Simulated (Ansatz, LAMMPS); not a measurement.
## Elastic response of glassy CaAl2Si2O8 (130 atoms)

How stiff is glassy CaAl2Si2O8 (130 atoms), and how do its levels respond to strain?

Calculated with Ansatz 0.2.0; Kohn-Sham DFT, PBE, PAW (set soft_2), plane waves.

## (1) Set-up

The cell holds 130 atoms: 20 Al, 10 Ca, 80 O and 20 Si. Its edges and angles: a = 11.949 Å, b = 11.949 Å, c = 11.949 Å, α = 90.0°, β = 90.0°, γ = 90.0°. 130 atoms (20 Al, 10 Ca, 80 O, 20 Si) placed at random at 2.71 g/cm³, melted at 4500 K for 20 ps at fixed volume with the Morse and Coulomb pair potential with partial charges (Pedone, Malavasi, Menziani, Cormack and Segre, J. Phys. Chem. B 110, 11780 (2006)). Quenched from 4500 K to 300 K at 10 K/ps and fixed volume, held 5 ps.

Limits known from the start: The quench rate of 10 K/ps is many orders above laboratory rates, so the cell is likely richer in defects and strain than a real sample. The network of bonds at the start is that of the classical potential that made the cell, and needn't be the one that DFT or experiment would give. Sampling is at Γ alone.

## (2) Single point at the start

The forces at the start show how far the geometry lies from a minimum of this functional.

input.yaml

```yaml
crystal:
  lattice:
    - [11.9487, 0.0, 0.0]
    - [0.0, 11.9487, 0.0]
    - [0.0, 0.0, 11.9487]
  atoms:
    - { symbol: Al, position: [0.03769, 0.61544, 0.9625] }
    - { symbol: Al, position: [0.75068, 0.79723, 0.44807] }
    - { symbol: Al, position: [0.26026, 0.70404, 0.64716] }
    - { symbol: Al, position: [0.38646, 0.34289, 0.31949] }
    - { symbol: Al, position: [0.03226, 0.08632, 0.86286] }
    - { symbol: Al, position: [0.03139, 0.67626, 0.72256] }
    - { symbol: Al, position: [0.9132, 0.61026, 0.2076] }
    - { symbol: Al, position: [0.26379, 0.44104, 0.71245] }
    - { symbol: Al, position: [0.97813, 0.68902, 0.45241] }
    - { symbol: Al, position: [0.31801, 0.24438, 0.57383] }
    - { symbol: Al, position: [0.05637, 0.36768, 0.84661] }
    - { symbol: Al, position: [0.12794, 0.48839, 0.5355] }
    - { symbol: Al, position: [0.05564, 0.7944, 0.10375] }
    - { symbol: Al, position: [0.91693, 0.48452, 0.63702] }
    - { symbol: Al, position: [0.47319, 0.69872, 0.97032] }
    - { symbol: Al, position: [0.79163, 0.14383, 0.34326] }
    - { symbol: Al, position: [0.95361, 0.89687, 0.60057] }
    - { symbol: Al, position: [0.93204, 0.84892, 0.86688] }
    - { symbol: Al, position: [0.32863, 0.85152, 0.12434] }
    - { symbol: Al, position: [0.75589, 0.95626, 0.96501] }
    - { symbol: Ca, position: [0.50382, 0.65566, 0.31904] }
    - { symbol: Ca, position: [0.74461, 0.6394, 0.82559] }
    - { symbol: Ca, position: [0.06907, 0.00162, 0.3099] }
    - { symbol: Ca, position: [0.57405, 0.90684, 0.14813] }
    - { symbol: Ca, position: [0.54487, 0.43391, 0.01905] }
    - { symbol: Ca, position: [0.24104, 0.85523, 0.8818] }
    - { symbol: Ca, position: [0.38955, 0.02905, 0.28791] }
    - { symbol: Ca, position: [0.36304, 0.96324, 0.61338] }
    - { symbol: Ca, position: [0.58094, 0.27875, 0.52604] }
    - { symbol: Ca, position: [0.74017, 0.44055, 0.30762] }
    - { symbol: O, position: [0.04779, 0.45901, 0.73074] }
    - { symbol: O, position: [0.42341, 0.23968, 0.67884] }
    [... 92 atom lines left out ...]
    - { symbol: Si, position: [0.55387, 0.99206, 0.83905] }
    - { symbol: Si, position: [0.26673, 0.54147, 0.05868] }
    - { symbol: Si, position: [0.7616, 0.23184, 0.00566] }
    - { symbol: Si, position: [0.61174, 0.00764, 0.48579] }
    - { symbol: Si, position: [0.30492, 0.31407, 0.94045] }
    - { symbol: Si, position: [0.95957, 0.37501, 0.08896] }
kpoints:
  mp_grid: { grid: [1, 1, 1] }
hamiltonian:
  xc: pbe
scf:
  occupations: { method: gaussian, width: 0.05 }
output:
  forces: true
```

Launch:

```
$ ansatz run input.yaml --threads 4 --pin off --max-ram 8192MiB --backend cpu --events-out ev --progress --plain --runs-dir out
```

Numbers of over 12 decimals in the logs are rounded to 6 here.

The log of the run:

```text
Engine: ansatz 0.2.0, x86_64-unknown-linux-gnu
Pseudopotentials: kind: paw
Pseudopotential: Al, paw, valence charge 3, recommended cutoff 420 eV (normal), Al.paw.azcp
Pseudopotential: Ca, paw, valence charge 10, recommended cutoff 420 eV (normal), Ca.paw.azcp
Pseudopotential: O, paw, valence charge 6, recommended cutoff 420 eV (normal), O.paw.azcp
Pseudopotential: Si, paw, valence charge 4, recommended cutoff 420 eV (normal), Si.paw.azcp
[... 5 lines on functional and potentials left out ...]
Crystal: 130 atoms, lattice volume = 1705.933 Å³
Basis set: ecut = 420 eV, 33371 PW (Γ), exchange–correlation on 160×160×160 points (8 copies of the dense FFT grid, shifted against one another)
Bands: 490, of which v1, the nominal top of the filled ones, is band 360 counted from 1 (359 counted from 0)
Symmetry: 1 space group operations
Space group: P1 (ITA 1), of the structure as read, at distance tolerance 1.2e-4 Å
k-points: 1
[... 9 lines on functional and potentials left out ...]
Initial density: superposition of atomic densities (neutral atoms: chi_scale 0, normalization atom), corrected by the library's trained network
Initial wavefunctions: pseudopotential atomic-orbital guess
Functional: x = pbe(κ = 0.804, μ = 0.219515), c = pbe(β = 0.066725)
SCF iter   1: F=—  HF=-87193.093680 eV  |F-HF|=—  |Δ(HF+E_count)|=         —  Δρ=1.99e-3  dr2=8.85e-2  ethr=1.77e-3  ⟨swp⟩=7.0  Hψ=2360  notcnv=0  defer=105
preconditioner: auto → Resta (q_TF=auto, 2.363 Å⁻¹)  ε∞=3.4  [insulator: Δε(μ)=3.391 eV  Ē_g=15.380 eV  σ=0.050 eV  W_gap=1.00  n_scr=388 (ndim 8)  ℏωp=23.8 eV  f_vac=0.091  D(μ)=0.00/eV (n_scr^D=0)  ε∞_Penn≈3.4]
SCF iter   2: F=—  HF=-87193.101930 eV  |F-HF|=—  |Δ(HF+E_count)|=   8.25e-3  Δρ=1.09e-3  dr2=2.20e-2  ethr=1.23e-5  ⟨swp⟩=2.0  Hψ=912  notcnv=0  defer=112
SCF iter   3: F=—  HF=-87193.105650 eV  |F-HF|=—  |Δ(HF+E_count)|=   3.72e-3  Δρ=4.67e-4  dr2=5.94e-3  ethr=3.05e-6  ⟨swp⟩=2.0  Hψ=607  notcnv=0  defer=39
automatic band count: iteration 3 solves 417 bands in place of 490: the levels show a gap, and the empty bands left out lie too high to hold charge; the band table lists the bands solved (type scf.n_extra_bands for more)
SCF iter   4: F=—  HF=-87193.106568 eV  |F-HF|=—  |Δ(HF+E_count)|=   9.18e-4  Δρ=1.59e-4  dr2=5.04e-4  ethr=8.26e-7  ⟨swp⟩=2.0  Hψ=607  notcnv=0  defer=39
SCF iter   5: F=—  HF=-87193.106600 eV  |F-HF|=—  |Δ(HF+E_count)|=   3.22e-5  Δρ=8.49e-5  dr2=1.29e-4  ethr=7.00e-8  ⟨swp⟩=2.0  Hψ=623  notcnv=0  defer=39
SCF iter   6: F=—  HF=-87193.106625 eV  |F-HF|=—  |Δ(HF+E_count)|=   2.46e-5  Δρ=4.95e-5  dr2=3.55e-5  ethr=1.79e-8  ⟨swp⟩=2.0  Hψ=626  notcnv=0  defer=39
SCF iter   7: F=—  HF=-87193.105934 eV  |F-HF|=—  |Δ(HF+E_count)|=   6.91e-4  Δρ=1.28e-5  dr2=2.46e-6  ethr=4.93e-9  ⟨swp⟩=2.0  Hψ=772  notcnv=0  defer=53
SCF iter   8: F=—  HF=-87193.105936 eV  |F-HF|=—  |Δ(HF+E_count)|=   1.86e-6  Δρ=8.59e-6  dr2=1.07e-6  ethr=3.41e-10  ⟨swp⟩=2.0  Hψ=713  notcnv=0  defer=53
SCF iter   9: F=-87193.105936 eV  HF=-87193.105936 eV  |F-HF|=1.87e-8  |Δ(HF+E_count)|=   5.97e-8  Δρ=2.12e-6  dr2=6.78e-8  ethr=1.39e-11  ⟨swp⟩=3.0  Hψ=1452  notcnv=0
SCF 1 converged in 9 iterations: F = -87193.105936 eV  dr2 = 6.78e-8
  greatest PAW one-centre occupation: 0.995 electrons in one spin orbital (limit 2), on the Ca atom at site 23 (counted from 0), in its partial waves of l = 0
SCF converged after 9 iterations
Free energy (F): -87193.105936 eV
Harris-Foulkes:  -87193.105936 eV  (|F-HF|=1.87e-8)
Internal energy: -87193.105936 eV  (E = F + TS)
E sigma→0 (E₀):  -87193.105936 eV
Fermi energy:    6.225539 eV
--- Per-component energies (eV) ---
  E_band       = -3360.607388
  E_kinetic    = 18462.852954
  E_local      = -45075.862484  (includes V_loc(G=0)·N_el)
  E_nonlocal   = 5165.917959
  E_hartree    = 16331.368516
  E_xc         = -9260.022714
  E_vxc        = -10870.462806  (∫ρ·V_xc dr)
  E_paw        = -40904.171148  (= ΣΔE_a)
  E_vpaw       = -3705.987280  (= ΣTr[D̂ρ^β])
  E_aug_tail   = 0.203312  (compensation charges beyond the density's cutoff)
  E_ewald      = -31913.392332
  E_smearing   = -0.000000  (= −TS)
  E_closure    = -0.000000  (closes the sum)
  Σ components = -87193.105936   (vs F -87193.105936, Δ=0.00e0)
--- Forces (eV/Å), atoms counted from 1 ---
  atom   1  Al    -1.51572173     0.12057000     0.38100962
  atom   2  Al     0.05747685     0.62703314     0.03588350
  atom   3  Al     2.75279550    -2.49359324    -3.46300610
  atom   4  Al    -0.63972383    -0.16915976     0.26853102
  atom   5  Al     0.71569216     1.89660946     1.47546559
  atom   6  Al    -0.06357322     0.77310002    -0.07383055
  atom   7  Al     0.16594486    -0.97977367    -1.33545637
  atom   8  Al     0.48502280     1.42835723    -0.73044217
  atom   9  Al     1.00659031     0.58484564    -0.31904195
  atom  10  Al    -1.39679293     0.42032746     0.36891673
  atom  11  Al     0.39123400    -0.54331332    -0.35442196
  atom  12  Al     0.75756486    -0.80432600     1.14747033
  atom  13  Al    -1.54135978    -0.69252839    -0.99304902
  atom  14  Al     1.37603485    -0.59330664     0.32025765
[...]
atom 129  Si    -1.04911758     1.43610790     1.05887983
  atom 130  Si    -0.23252164    -1.12745577    -1.64470951
  max |Σ_I F_I| component: 1.25e-4 eV/Å
```

Elapsed: 16 s, on 4 threads of Intel Xeon Platinum 8223CL at 3.00GHz (Skylake/Cascade Lake), shared host; peak memory 2.5 GiB; 61 s of CPU time.

The r.m.s. force at the start is 1.2 eV/Å.

## (3) Cell and atoms relaxed

Cell and atoms are freed together, to release stress as well as forces.

input.yaml

```yaml
crystal:
  lattice:
    - [11.9487, 0.0, 0.0]
    - [0.0, 11.9487, 0.0]
    - [0.0, 0.0, 11.9487]
  atoms:
    [... the 130 atom lines of step 2 ...]
kpoints:
  mp_grid: { grid: [1, 1, 1] }
hamiltonian:
  xc: pbe
scf:
  occupations: { method: gaussian, width: 0.05 }
output:
  forces: true
relax:
  f_tol: 0.05
  max_steps: 150
  cell: {}
```

The log of the run:

```text
[...]
Crystal: 130 atoms, lattice volume = 1705.933 Å³
Basis set: ecut = 420 eV, 33371 PW (Γ), exchange–correlation on 160×160×160 points (8 copies of the dense FFT grid, shifted against one another)
Bands: 490, of which v1, the nominal top of the filled ones, is band 360 counted from 1 (359 counted from 0)
Symmetry: 1 space group operations
[...]
k-points: 1
[...]
SCF iter   1: F=—  HF=-87193.093681 eV  |F-HF|=—  |Δ(HF+E_count)|=         —  Δρ=1.99e-3  dr2=8.85e-2  ethr=1.77e-3  ⟨swp⟩=7.0  Hψ=2360  notcnv=0  defer=105
[...]
SCF iter   9: F=-87193.105936 eV  HF=-87193.105936 eV  |F-HF|=1.92e-8  |Δ(HF+E_count)|=   6.16e-8  Δρ=2.10e-6  dr2=6.62e-8  ethr=1.39e-11  ⟨swp⟩=2.0  Hψ=1524  notcnv=0
SCF 1 converged in 9 iterations: F = -87193.105936 eV  dr2 = 6.62e-8
[...]
relax step   1: F+E_penalty+E_count = -87193.10593618 eV  Δ(F+E_penalty+E_count) = +0.000e0 eV  max|allowed force component| = 5.215e0 eV/Å  Δτ_max = 0.0000 Å  P = +4.016 GPa  Ω = 1705.933 Å³  (9 SCF iters, dr2 threshold 1.00e-7 eV, accepted)
[... from here on, the SCF cycles and remarks between the steps are left out ...]
relax step   2: F+E_penalty+E_count = -87198.64144572 eV  Δ(F+E_penalty+E_count) = -5.536e0 eV  max|allowed force component| = 2.545e0 eV/Å  Δτ_max = 0.1974 Å  P = +2.552 GPa  Ω = 1697.490 Å³  energy of the carried Pulay correction = +2.879e-2 eV  (7 SCF iters, dr2 threshold 1.30e-5 eV, accepted)
relax step   3: F+E_penalty+E_count = -87202.16876063 eV  Δ(F+E_penalty+E_count) = -3.527e0 eV  max|allowed force component| = 1.087e0 eV/Å  Δτ_max = 0.2000 Å  P = +1.010 GPa  Ω = 1690.943 Å³  energy of the carried Pulay correction = +5.121e-2 eV  (8 SCF iters, dr2 threshold 1.30e-5 eV, accepted)
relax step   4: F+E_penalty+E_count = -87202.86385284 eV  Δ(F+E_penalty+E_count) = -6.951e-1 eV  max|allowed force component| = 6.369e-1 eV/Å  Δτ_max = 0.2000 Å  P = +0.445 GPa  Ω = 1690.487 Å³  energy of the carried Pulay correction = +5.278e-2 eV  (7 SCF iters, dr2 threshold 1.30e-5 eV, accepted)
relax step   5: F+E_penalty+E_count = -87203.29293857 eV  Δ(F+E_penalty+E_count) = -4.291e-1 eV  max|allowed force component| = 4.432e-1 eV/Å  Δτ_max = 0.2000 Å  P = -0.017 GPa  Ω = 1687.717 Å³  energy of the carried Pulay correction = +6.229e-2 eV  (7 SCF iters, dr2 threshold 1.30e-5 eV, accepted)
relax step   6: F+E_penalty+E_count = -87203.42883950 eV  Δ(F+E_penalty+E_count) = -1.359e-1 eV  max|allowed force component| = 6.900e-1 eV/Å  Δτ_max = 0.2000 Å  P = -0.049 GPa  Ω = 1685.613 Å³  energy of the carried Pulay correction = +6.953e-2 eV  (7 SCF iters, dr2 threshold 1.23e-5 eV, accepted)
relax step   7: F+E_penalty+E_count = -87203.50787650 eV  Δ(F+E_penalty+E_count) = -7.904e-2 eV  max|allowed force component| = 1.807e-1 eV/Å  Δτ_max = 0.1207 Å  P = -0.078 GPa  Ω = 1685.890 Å³  energy of the carried Pulay correction = +6.858e-2 eV  (7 SCF iters, dr2 threshold 1.30e-5 eV, accepted)
relax step   8: F+E_penalty+E_count = -87203.50766023 eV  Δ(F+E_penalty+E_count) = +2.163e-4 eV  max|allowed force component| = 2.435e-1 eV/Å  Δτ_max = 0.2000 Å  P = -0.066 GPa  Ω = 1689.249 Å³  energy of the carried Pulay correction = +5.703e-2 eV  (8 SCF iters, dr2 threshold 2.04e-6 eV, accepted)
relax step   9: F+E_penalty+E_count = -87203.56373009 eV  Δ(F+E_penalty+E_count) = -5.607e-2 eV  max|allowed force component| = 9.908e-2 eV/Å  Δτ_max = 0.0950 Å  P = +0.073 GPa  Ω = 1686.982 Å³  energy of the carried Pulay correction = +6.482e-2 eV  (7 SCF iters, dr2 threshold 3.71e-6 eV, accepted)
relax step  10: F+E_penalty+E_count = -87203.56854411 eV  Δ(F+E_penalty+E_count) = -4.814e-3 eV  max|allowed force component| = 1.384e-1 eV/Å  Δτ_max = 0.0288 Å  P = -0.054 GPa  Ω = 1687.248 Å³  energy of the carried Pulay correction = +6.391e-2 eV  (7 SCF iters, dr2 threshold 6.14e-7 eV, accepted)
relax step  11: F+E_penalty+E_count = -87203.53842793 eV  Δ(F+E_penalty+E_count) = +3.012e-2 eV  max|allowed force component| = 3.150e-1 eV/Å  Δτ_max = 0.1627 Å  P = +0.082 GPa  Ω = 1685.535 Å³  energy of the carried Pulay correction = +6.980e-2 eV  (8 SCF iters, dr2 threshold 1.20e-6 eV, rejected (line search))
relax step  12: F+E_penalty+E_count = -87203.57711371 eV  Δ(F+E_penalty+E_count) = -8.570e-3 eV  max|allowed force component| = 4.327e-2 eV/Å  Δτ_max = 0.0521 Å  P = -0.020 GPa  Ω = 1687.951 Å³  energy of the carried Pulay correction = +6.149e-2 eV  (12 SCF iters, accepted)
relax step  13: F+E_penalty+E_count = -87203.52609017 eV  Δ(F+E_penalty+E_count) = +5.102e-2 eV  max|allowed force component| = 4.291e-2 eV/Å  Δτ_max = 0.0000 Å  P = -0.068 GPa  Ω = 1687.951 Å³  stress off target by 1.89e-1 GPa  SCF on the basis re-selected at this cell (its energy is not comparable with the rows above)  (7 SCF iters)
relax step  14: F+E_penalty+E_count = -87203.51681285 eV  Δ(F+E_penalty+E_count) = +9.277e-3 eV  max|allowed force component| = 1.562e-1 eV/Å  Δτ_max = 0.1000 Å  P = -0.027 GPa  Ω = 1687.522 Å³  energy of the carried Pulay correction = +1.487e-3 eV  (9 SCF iters, dr2 threshold 8.91e-8 eV, rejected (line search))
relax step  15: F+E_penalty+E_count = -87203.53801746 eV  Δ(F+E_penalty+E_count) = -1.193e-2 eV  max|allowed force component| = 4.915e-2 eV/Å  Δτ_max = 0.0484 Å  P = +0.032 GPa  Ω = 1686.501 Å³  energy of the carried Pulay correction = +5.136e-3 eV  (11 SCF iters, accepted)
relax step  16: F+E_penalty+E_count = -87203.53507180 eV  Δ(F+E_penalty+E_count) = +2.946e-3 eV  max|allowed force component| = 4.914e-2 eV/Å  Δτ_max = 0.0000 Å  P = +0.029 GPa  Ω = 1686.501 Å³  stress off target by 3.95e-2 GPa  SCF on the basis re-selected at this cell (its energy is not comparable with the rows above)  (5 SCF iters)
[...]
SCF converged after 5 iterations
Free energy (F): -87203.535072 eV
[...]
Internal energy: -87203.535072 eV  (E = F + TS)
E sigma→0 (E₀):  -87203.535072 eV
Fermi energy:    6.224551 eV
[...]
--- Forces (eV/Å), atoms counted from 1 ---
  atom   1  Al    -0.00340707    -0.01566043     0.00250009
  atom   2  Al    -0.00900457     0.00215190     0.00618904
  atom   3  Al     0.00836843     0.00056657    -0.00707122
  atom   4  Al     0.01923682    -0.00711337    -0.02049987
  atom   5  Al     0.00136216    -0.00780242     0.00012230
  atom   6  Al     0.00846670     0.00448736    -0.00122512
  atom   7  Al     0.00493782     0.02116842    -0.02867800
  atom   8  Al    -0.00530013     0.00872908     0.00248805
  atom   9  Al    -0.00012026     0.01353131     0.01253189
  atom  10  Al    -0.00804645     0.00073272    -0.00530657
  atom  11  Al    -0.00623571    -0.00863406    -0.00149560
  atom  12  Al    -0.00363894    -0.00656516     0.00772637
  atom  13  Al    -0.00487183     0.01671982    -0.00598211
  atom  14  Al    -0.00813641    -0.00850596     0.00239921
[...]
atom 129  Si    -0.00087098    -0.00310873     0.00131759
  atom 130  Si     0.01114493    -0.02059800    -0.00898874
  max |Σ_I F_I| component: 1.55e-4 eV/Å
--- Stress (GPa, compression-positive) ---
        0.037303       0.005179       0.000554
        0.005187       0.026663       0.000811
        0.000548       0.000809       0.022909
  P = ⅓ Tr σ = 0.0290 GPa (0.290 kbar)
--- Relaxed structure (14 steps of the walk, 12 accepted, 2 SCFs on fresh bases) ---
  F+E_penalty+E_count = -87203.53507180 eV   max|allowed force component| = 4.914e-2 eV/Å   (the final SCF, on the basis selected at the relaxed cell)
  cell:  # Å, volume = 1686.5010 Å³
    - [11.919010, -0.140935, 0.110264]
    - [-0.140935, 12.008118, 0.034362]
    - [0.110264, 0.034362, 11.786184]
  atoms:
    - { symbol: Al, position: [0.045950, 0.590625, 0.961161] }
    - { symbol: Al, position: [0.736697, 0.797370, 0.434949] }
    - { symbol: Al, position: [0.274558, 0.690743, 0.646155] }
    - { symbol: Al, position: [0.386246, 0.344176, 0.322430] }
[...]
- { symbol: Si, position: [0.960689, 0.370979, 0.090395] }
```

Wall time 4.6 min (4 threads); peak memory 2.5 GiB; 18 min of CPU time.

The relaxation converged after 14 steps, with a largest force component of 0.049 eV/Å.

(Part 1 of 4 ends here.)

[Logs are printed without paths, hosts, clocks, repeated set-up lines and the standing remarks that a program may print on its own settings, such as how far it seeks lower states.]

[Hosts, paths, dates, database ids (printed as entryN), source tags and the programs' standing remarks are cut or masked in the printed files.]
